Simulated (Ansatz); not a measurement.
# Resistivity from frozen vibrations: Au(111) with 4 thermally displaced layers, 2x2, part 2 of 2

How much do lattice vibrations at 800 K scatter the electrons of Au? Layers with random displacements are laid between perfect leads, and the resistance is followed against their length.

Ansatz 0.2.0; Ansatz plane-wave DFT, PBE, PAW files; ballistic transport by layer matching (Landauer), zero bias; PAW set soft_1.

So far, open channels per spin nearest the Fermi level: step 2 (with 4 displaced layers) 3.21.

## (3) With 8 displaced layers

Each atom of 8 layers is moved at random, by amounts drawn from a normal law 0.1474 Å wide in each direction from the Debye model (165 K) at 800 K. A fresh draw is used; the growth of the resistance with length is what counts.

System of this step: Au(111) with 8 thermally displaced layers, 2x2. The cell holds 56 atoms: 56 Au. Cell: a = 5.768 Å, b = 5.768 Å, c = 33.006 Å, α = 87.5°, β = 92.5°, γ = 120.0°. It derives from Au. Regions: lead, 24 atoms (24 Au); scattering region, 32 atoms (32 Au). The structure is stacked along c, and the current runs across the ab planes.

input.yaml reads:

```yaml
crystal:
  lattice:
    - [5.7675164607, 0.0, 0.0]
    - [-2.8837582304, 4.9948157718, 0.0]
    - [-1.4418791152, 0.8324692953, 32.9641022945]
  atoms:
    - { symbol: Au, position: [0.005952381, 0.994047619, 0.0357142857] }
    - { symbol: Au, position: [0.005952381, 0.494047619, 0.0357142857] }
    - { symbol: Au, position: [0.505952381, 0.994047619, 0.0357142857] }
    - { symbol: Au, position: [0.505952381, 0.494047619, 0.0357142857] }
    - { symbol: Au, position: [0.1845238095, 0.3154761905, 0.1071428571] }
    - { symbol: Au, position: [0.1845238095, 0.8154761905, 0.1071428571] }
    - { symbol: Au, position: [0.6845238095, 0.3154761905, 0.1071428571] }
    - { symbol: Au, position: [0.6845238095, 0.8154761905, 0.1071428571] }
    - { symbol: Au, position: [0.3630952381, 0.1369047619, 0.1785714286] }
    - { symbol: Au, position: [0.3630952381, 0.6369047619, 0.1785714286] }
    - { symbol: Au, position: [0.8630952381, 0.1369047619, 0.1785714286] }
    - { symbol: Au, position: [0.8630952381, 0.6369047619, 0.1785714286] }
    - { symbol: Au, position: [0.0406350977, 0.9748939389, 0.2482999605] }
    - { symbol: Au, position: [0.0669386943, 0.4876519384, 0.2475664589] }
    - { symbol: Au, position: [0.5978826491, 0.0053996692, 0.2548260209] }
    - { symbol: Au, position: [0.5893262903, 0.4890268196, 0.2600834007] }
    - { symbol: Au, position: [0.2254694695, 0.2793738554, 0.3241259621] }
    - { symbol: Au, position: [0.173442487, 0.7345743722, 0.3174838007] }
    - { symbol: Au, position: [0.735598075, 0.2948702069, 0.3145572243] }
    - { symbol: Au, position: [0.6672862848, 0.7705705396, 0.3205874908] }
    - { symbol: Au, position: [0.4083760993, 0.1200910367, 0.3983530899] }
    - { symbol: Au, position: [0.4129376945, 0.6200914212, 0.3879588656] }
    - { symbol: Au, position: [0.8727222285, 0.1076680545, 0.3958298411] }
    - { symbol: Au, position: [0.9267065451, 0.6181018595, 0.396364351] }
    - { symbol: Au, position: [0.0716752868, 0.8714471903, 0.4610021661] }
    - { symbol: Au, position: [0.0966947523, 0.4413581024, 0.4575228979] }
    - { symbol: Au, position: [0.6007174831, 0.9098393337, 0.4632461972] }
    - { symbol: Au, position: [0.5943756098, 0.4458142375, 0.4578761146] }
    - { symbol: Au, position: [0.2818230816, 0.2469036599, 0.532266831] }
    - { symbol: Au, position: [0.2161733858, 0.6800111477, 0.5328178191] }
    - { symbol: Au, position: [0.74989343, 0.2233631385, 0.5342472519] }
    - { symbol: Au, position: [0.7536756074, 0.7447148763, 0.5402790718] }
    - { symbol: Au, position: [0.4304522013, 0.0574012236, 0.6095519419] }
    - { symbol: Au, position: [0.4829310019, 0.5549770359, 0.6094366502] }
    - { symbol: Au, position: [0.9145530371, 0.1046995113, 0.6100919425] }
    - { symbol: Au, position: [0.9669444027, 0.5645102438, 0.6024788762] }
    - { symbol: Au, position: [0.1462207458, 0.9097930539, 0.6746936068] }
    - { symbol: Au, position: [0.0819442181, 0.4002895167, 0.6778048798] }
    - { symbol: Au, position: [0.6704091444, 0.8691680966, 0.6762074397] }
    - { symbol: Au, position: [0.585027418, 0.3384201389, 0.6745949968] }
    - { symbol: Au, position: [0.3313080978, 0.2049089783, 0.7472789889] }
    - { symbol: Au, position: [0.26821164, 0.7249767026, 0.7529442288] }
    - { symbol: Au, position: [0.7927059973, 0.1966175575, 0.7513665153] }
    - { symbol: Au, position: [0.7918360897, 0.6877718194, 0.7527833752] }
    - { symbol: Au, position: [0.4702380952, 0.0297619048, 0.8214285714] }
    - { symbol: Au, position: [0.4702380952, 0.5297619048, 0.8214285714] }
    - { symbol: Au, position: [0.9702380952, 0.0297619048, 0.8214285714] }
    - { symbol: Au, position: [0.9702380952, 0.5297619048, 0.8214285714] }
    - { symbol: Au, position: [0.1488095238, 0.8511904762, 0.8928571429] }
    - { symbol: Au, position: [0.1488095238, 0.3511904762, 0.8928571429] }
    - { symbol: Au, position: [0.6488095238, 0.8511904762, 0.8928571429] }
    - { symbol: Au, position: [0.6488095238, 0.3511904762, 0.8928571429] }
    - { symbol: Au, position: [0.3273809524, 0.1726190476, 0.9642857143] }
    - { symbol: Au, position: [0.3273809524, 0.6726190476, 0.9642857143] }
    - { symbol: Au, position: [0.8273809524, 0.1726190476, 0.9642857143] }
    - { symbol: Au, position: [0.8273809524, 0.6726190476, 0.9642857143] }
kpoints:
  mp_grid: { grid: [5, 5, 1] }
hamiltonian:
  xc: pbe
  pseudopotentials: { kind: paw, azcp: { folder: soft_1 } }
scf:
  occupations: { method: fermi_dirac, width: 0.1 }
output:
  transmission:
    leads: [[0, 4]]
    kmesh: [10, 10]
    e_range: [-0.05, 0.05]
    de: 0.05
  write_potential: true
  write_density: true
  volumetric_format: npy
```

Command:

```
ansatz run input.yaml --threads 4 --pin off --max-ram 15360MiB --backend cpu --events-out ev --progress --plain --runs-dir out
```

Numbers of over 12 decimals in the logs are rounded to 6 here.

Log:

```text
[...]
Crystal: 56 atoms, lattice volume = 949.619 Å³
Basis set: ecut = 420 eV, 18659 PW (Γ)
Bands: 639, of which v1, the nominal top of the filled ones, is band 532 counted from 1 (531 counted from 0)
Symmetry: 1 space group operations
[...]
k-points: 13 of 25 (time reversal used)
[...]
SCF iter   1: F=—  HF=-736472.119062 eV  |F-HF|=—  |Δ(HF+E_count)|=         —  Δρ=6.73e-2  dr2=4.70e1  ethr=3.10e-3  ⟨swp⟩=4.0  Hψ=24675  notcnv=0  defer=261
[...]
SCF iter  11: F=-736458.300364 eV  HF=-736458.300364 eV  |F-HF|=9.43e-9  |Δ(HF+E_count)|=   1.28e-9  Δρ=7.35e-7  dr2=1.35e-8  ethr=9.40e-12  ⟨swp⟩=2.0  Hψ=15210  notcnv=0
SCF 1 converged in 11 iterations: F = -736458.300364 eV  dr2 = 1.35e-8
[...]
transmission: 226 of 2236 steps passed
transmission: 448 of 2236 steps passed
[...]
transmission: 2236 of 2236 steps passed
SCF converged after 11 iterations
Free energy (F): -736458.300364 eV
[...]
Internal energy: -736457.648817 eV  (E = F + TS)
E sigma→0 (E₀):  -736457.974591 eV
Entropy (-TS):   -0.651547 eV (-11.635 meV/atom)
Fermi energy:    20.725668 eV
[...]
--- Band table (eV; the first three rows and the last of 13) ---
  k-point 0: bands = [... 528 lower, 20.9166, 21.1418, 21.1951, 21.3108, 21.3417, 21.4109, 21.4815, 21.5392, ... 103 higher]
  k-point 1: bands = [... 528 lower, 20.4321, 20.5110, 20.6179, 20.6834, 20.7487, 20.8035, 20.8605, 20.9396, ... 103 higher]
  k-point 2: bands = [... 528 lower, 20.4953, 20.5696, 20.5981, 20.6696, 20.7452, 20.8543, 20.8901, 21.0350, ... 103 higher]
  k-point 12: bands = [... 528 lower, 19.9192, 19.9786, 20.1954, 20.7981, 20.9409, 21.1014, 21.2293, 21.3254, ... 103 higher]
--- Transmission ---
  basis      : 253 plane waves across, 43 finite elements along
  points     : 52, standing for a mesh of 10 x 10
[...]
channels       : 3.210000e0 a spin
[...]
junction   : crystal 0 to crystal 0, 0.70 to 31.31 Å
    transmission   : 2.769617e0 a spin
[...]
```

Run time: 14 min. Hardware: 4 threads of AMD EPYC 7R43, shared host; peak memory 8.1 GiB.

This step gave:

| Item | Value |
| --- | --- |
| free energy | -736458.3004 eV |
| energy at zero smearing | -736457.9746 eV |
| transmission per spin nearest the Fermi level | 2.770 |
| step of the lead's potential | 8.5 meV |

Per spin. The transmission, zone mean stays at 2.77 for energy from -0.05 to 0.05 eV.

Over the solved energies the transmission per spin lies between 2.76 and 2.77, out of 3.21 channels of the lead on average (up to 3.21).

## (4) With 12 displaced layers

Each atom of 12 layers is moved at random, by amounts drawn from a normal law 0.1474 Å wide in each direction from the Debye model (165 K) at 800 K. A fresh draw is used; the growth of the resistance with length is what counts.

System of this step: Au(111) with 12 thermally displaced layers, 2x2. The cell holds 72 atoms: 72 Au. Its edges and angles: a = 5.768 Å, b = 5.768 Å, c = 42.382 Å, α = 90.0°, β = 90.0°, γ = 120.0°. It derives from Au. Regions: lead, 24 atoms (24 Au); scattering region, 48 atoms (48 Au). The structure is stacked along c, and the current runs across the ab planes.

input.yaml reads:

```yaml
crystal:
  lattice:
    - [5.7675164607, 0.0, 0.0]
    - [-2.8837582304, 4.9948157718, 0.0]
    - [0.0, 0.0, 42.3824172358]
  atoms:
    - { symbol: Au, position: [0.0, 0.0, 0.0277777778] }
    - { symbol: Au, position: [0.0, 0.5, 0.0277777778] }
    - { symbol: Au, position: [0.5, 0.0, 0.0277777778] }
    - { symbol: Au, position: [0.5, 0.5, 0.0277777778] }
    - { symbol: Au, position: [0.1666666667, 0.3333333333, 0.0833333333] }
    - { symbol: Au, position: [0.1666666667, 0.8333333333, 0.0833333333] }
    - { symbol: Au, position: [0.6666666667, 0.3333333333, 0.0833333333] }
    - { symbol: Au, position: [0.6666666667, 0.8333333333, 0.0833333333] }
    - { symbol: Au, position: [0.3333333333, 0.1666666667, 0.1388888889] }
    - { symbol: Au, position: [0.3333333333, 0.6666666667, 0.1388888889] }
    - { symbol: Au, position: [0.8333333333, 0.1666666667, 0.1388888889] }
    - { symbol: Au, position: [0.8333333333, 0.6666666667, 0.1388888889] }
    - { symbol: Au, position: [0.9269023777, 0.9619519317, 0.1933872374] }
    - { symbol: Au, position: [0.9800435904, 0.4656341757, 0.1955879375] }
    - { symbol: Au, position: [0.533640614, 0.0133135905, 0.1952254923] }
    - { symbol: Au, position: [0.5271407744, 0.511938034, 0.1904705452] }
    - { symbol: Au, position: [0.180546667, 0.3714493506, 0.2460431405] }
    - { symbol: Au, position: [0.1625162557, 0.8218475959, 0.2468761778] }
    - { symbol: Au, position: [0.6423004936, 0.3363151672, 0.2510969765] }
    - { symbol: Au, position: [0.6532245454, 0.7906505632, 0.2489955852] }
    - { symbol: Au, position: [0.3561441754, 0.1946135141, 0.3078949439] }
    - { symbol: Au, position: [0.370783587, 0.6990507644, 0.3084216521] }
    - { symbol: Au, position: [0.8133513684, 0.1683798522, 0.30307483] }
    - { symbol: Au, position: [0.7476497852, 0.6170519922, 0.3128220724] }
    - { symbol: Au, position: [0.9383492491, 0.9338200096, 0.359076651] }
    - { symbol: Au, position: [0.0381988027, 0.4986729868, 0.3625306707] }
    - { symbol: Au, position: [0.4918617137, 0.9975433355, 0.3655172753] }
    - { symbol: Au, position: [0.5190745243, 0.4974541196, 0.3642127025] }
    - { symbol: Au, position: [0.1908980682, 0.3268642274, 0.4176058316] }
    - { symbol: Au, position: [0.1632996759, 0.8136072877, 0.4206701184] }
    - { symbol: Au, position: [0.6532540116, 0.3150485065, 0.4108372393] }
    - { symbol: Au, position: [0.656832853, 0.8783591358, 0.4127008394] }
    - { symbol: Au, position: [0.3388952738, 0.1558296451, 0.4740009282] }
    - { symbol: Au, position: [0.3372727278, 0.6437531298, 0.4712069402] }
    - { symbol: Au, position: [0.8375636636, 0.1700477635, 0.4721230479] }
    - { symbol: Au, position: [0.83461458, 0.6852448862, 0.476803897] }
    - { symbol: Au, position: [0.0028932859, 0.9781533604, 0.5291551258] }
    - { symbol: Au, position: [0.0083748971, 0.5136258563, 0.5341952532] }
    - { symbol: Au, position: [0.4943610878, 0.9996604974, 0.5246935528] }
    - { symbol: Au, position: [0.4842139959, 0.4832004341, 0.5333429559] }
    - { symbol: Au, position: [0.1659963561, 0.3164520763, 0.5900451892] }
    - { symbol: Au, position: [0.1454271, 0.8587551227, 0.5868684427] }
    - { symbol: Au, position: [0.6774839051, 0.325624925, 0.5828832197] }
    - { symbol: Au, position: [0.6694883947, 0.8565358257, 0.5752319376] }
    - { symbol: Au, position: [0.3225072152, 0.1711515917, 0.6368672456] }
    - { symbol: Au, position: [0.2832875598, 0.6594991089, 0.6362619637] }
    - { symbol: Au, position: [0.8744136189, 0.2079137218, 0.6391302351] }
    - { symbol: Au, position: [0.7809969279, 0.660875701, 0.6356742166] }
    - { symbol: Au, position: [0.0423972658, 0.0499266206, 0.6955486467] }
    - { symbol: Au, position: [0.0743783739, 0.5447050188, 0.6968673938] }
    - { symbol: Au, position: [0.4810928538, 0.006165729, 0.6897859384] }
    - { symbol: Au, position: [0.5329442764, 0.5070466536, 0.6996584055] }
    - { symbol: Au, position: [0.150780461, 0.2800766024, 0.7527400096] }
    - { symbol: Au, position: [0.2208342851, 0.886735781, 0.7471273528] }
    - { symbol: Au, position: [0.6499664402, 0.3395882217, 0.7468395976] }
    - { symbol: Au, position: [0.621121765, 0.8052156365, 0.7594954863] }
    - { symbol: Au, position: [0.3074170219, 0.1403663188, 0.8044013687] }
    - { symbol: Au, position: [0.3568330267, 0.7079109454, 0.8092083613] }
    - { symbol: Au, position: [0.8583111744, 0.1710105418, 0.8064567747] }
    - { symbol: Au, position: [0.7989022288, 0.6252175143, 0.8129975014] }
    - { symbol: Au, position: [0.0, 0.0, 0.8611111111] }
    - { symbol: Au, position: [0.0, 0.5, 0.8611111111] }
    - { symbol: Au, position: [0.5, 0.0, 0.8611111111] }
    - { symbol: Au, position: [0.5, 0.5, 0.8611111111] }
    - { symbol: Au, position: [0.1666666667, 0.3333333333, 0.9166666667] }
    - { symbol: Au, position: [0.1666666667, 0.8333333333, 0.9166666667] }
    - { symbol: Au, position: [0.6666666667, 0.3333333333, 0.9166666667] }
    - { symbol: Au, position: [0.6666666667, 0.8333333333, 0.9166666667] }
    - { symbol: Au, position: [0.3333333333, 0.1666666667, 0.9722222222] }
    - { symbol: Au, position: [0.3333333333, 0.6666666667, 0.9722222222] }
    - { symbol: Au, position: [0.8333333333, 0.1666666667, 0.9722222222] }
    - { symbol: Au, position: [0.8333333333, 0.6666666667, 0.9722222222] }
kpoints:
  mp_grid: { grid: [5, 5, 1] }
hamiltonian:
  xc: pbe
  pseudopotentials: { kind: paw, azcp: { folder: soft_1 } }
scf:
  occupations: { method: fermi_dirac, width: 0.1 }
output:
  transmission:
    leads: [[0, 4]]
    kmesh: [10, 10]
    e_range: [-0.05, 0.05]
    de: 0.05
  write_potential: true
  write_density: true
  volumetric_format: npy
```

Log:

```text
[...]
Crystal: 72 atoms, lattice volume = 1220.939 Å³
Basis set: ecut = 420 eV, 23937 PW (Γ)
Bands: 821, of which v1, the nominal top of the filled ones, is band 684 counted from 1 (683 counted from 0)
Symmetry: 1 space group operations
[...]
k-points: 13 of 25 (time reversal used)
[...]
SCF iter   1: F=—  HF=-946888.283393 eV  |F-HF|=—  |Δ(HF+E_count)|=         —  Δρ=6.72e-2  dr2=6.03e1  ethr=3.10e-3  ⟨swp⟩=4.0  Hψ=31669  notcnv=0  defer=394
[...]
SCF iter  11: F=-946870.647366 eV  HF=-946870.647366 eV  |F-HF|=8.65e-8  |Δ(HF+E_count)|=   1.26e-8  Δρ=9.17e-7  dr2=9.35e-8  ethr=7.31e-12  ⟨swp⟩=8.3  Hψ=39641  notcnv=0
SCF 1 converged in 11 iterations: F = -946870.647366 eV  dr2 = 9.35e-8
[...]
transmission: 278 of 2756 steps passed
transmission: 552 of 2756 steps passed
[...]
transmission: 2756 of 2756 steps passed
SCF converged after 11 iterations
Free energy (F): -946870.647366 eV
[...]
Internal energy: -946869.881953 eV  (E = F + TS)
E sigma→0 (E₀):  -946870.264659 eV
Entropy (-TS):   -0.765414 eV (-10.631 meV/atom)
Fermi energy:    20.714701 eV
[...]
--- Band table (eV; the first three rows and the last of 13) ---
  k-point 0: bands = [... 680 lower, 20.9777, 21.2188, 21.2831, 21.3064, 21.3377, 21.3756, 21.3954, 21.4744, ... 133 higher]
  k-point 1: bands = [... 680 lower, 20.5015, 20.5437, 20.6123, 20.6622, 20.7319, 20.7758, 20.8525, 20.9217, ... 133 higher]
  k-point 2: bands = [... 680 lower, 20.4975, 20.5485, 20.5724, 20.6631, 20.6905, 20.7447, 20.7898, 20.8324, ... 133 higher]
  k-point 12: bands = [... 680 lower, 20.0357, 20.3213, 20.3525, 20.7081, 20.7849, 21.0377, 21.0615, 21.3907, ... 133 higher]
--- Transmission ---
  basis      : 253 plane waves across, 53 finite elements along
  points     : 52, standing for a mesh of 10 x 10
[...]
channels       : 3.210000e0 a spin
[...]
junction   : crystal 0 to crystal 0, 0.70 to 40.73 Å
    transmission   : 2.546241e0 a spin
[...]
```

It took 24 min on 4 threads; peak memory 9.8 GiB.

Numbers from this step:

- free energy: -946870.6474 eV
- energy at zero smearing: -946870.2647 eV
- Fermi energy: 20.71 eV
- transmission per spin nearest the Fermi level: 2.546
- step of the lead's potential: 13.7 meV

Per spin. Table of transmission, zone mean by energy, zero at the Fermi level:

```
energy (eV)  transmission, zone mean
    -0.0500                     2.53
     0.0000                     2.55
     0.0500                     2.59
```

Over the solved energies the transmission per spin lies between 2.53 and 2.59, out of 3.21 channels of the lead on average (up to 3.21).

## (5) Resistance against length

This step: Ansatz plane-wave DFT, PBE, PAW files; ballistic transport by layer matching (Landauer), zero bias; resistivity from the slope of the area resistance; PAW set soft_1 (Ansatz 0.2.0).

This step gave:

- resistivity: 11.48 µΩ cm
- intercept: -0.02830 fΩ m²
- scatter about the fit: 0.001556 fΩ m²

Resistance, by row:

```
run  length (Å)      T  channels N  RA (fΩ m²)
 n4       9.418      3        3.21      0.0809
 n8       18.84  2.766        3.21      0.1857
n12       28.25  2.555        3.21      0.2971
```

Area resistance against length of the displaced region:

```
length of the displaced region (Å)  area resistance (fΩ m²)
                              9.42                   0.0809
                             18.84                    0.186
                             28.25                    0.297
```

The area resistance goes from 0.081 to 0.30 fΩ m² between 9.4 and 28.3 Å, a slope of 11 µΩ cm.

By hand from the end points: (0.2971 − 0.08090) fΩ m² / (28.25 − 9.42) Å = 11 µΩ cm, since 1 fΩ m² per Å is 1000 µΩ cm.

## (6) Results

```yaml
resistivity_from_the_slope: 11.5 µΩ cm
area_resistance_over_9p42_a: 0.0809 fΩ m²
area_resistance_over_18p8_a: 0.186 fΩ m²
area_resistance_over_28p3_a: 0.297 fΩ m²
```

The slope gives 11 µΩ cm. The points scatter by 0.0016 fΩ m² about the line, with one random draw a length in a 2x2 cell, so the slope is a rough value. The mean square of the displacements drawn is 0.78, 0.91 and 1.0 of the nominal one at the three lengths; with each resistance scaled back by that, the slope is 9.9 µΩ cm, the value used below. Read with a model of isotropic scattering on a spherical Fermi surface and the lead's 0.86×10¹⁵ S/m², this slope means a mean free path near 99 Å; over these lengths the model's slope is 1.12 times its bulk resistivity, which would be 8.8 µΩ cm. Uncorrelated displacements put too much weight on short waves, which scatter strongly; with the sideways repeat of a small cell, one draw and three short lengths, the method is good to a factor of two or three. Spin-orbit coupling is left out, which matters for Au.

[Logs are printed without paths, hosts, clocks, repeated set-up lines and the standing remarks that a program may print on its own settings, such as how far it seeks lower states.]

[Hosts, paths, dates, database ids (printed as entryN), source tags and the programs' standing remarks are cut or masked in the printed files.]
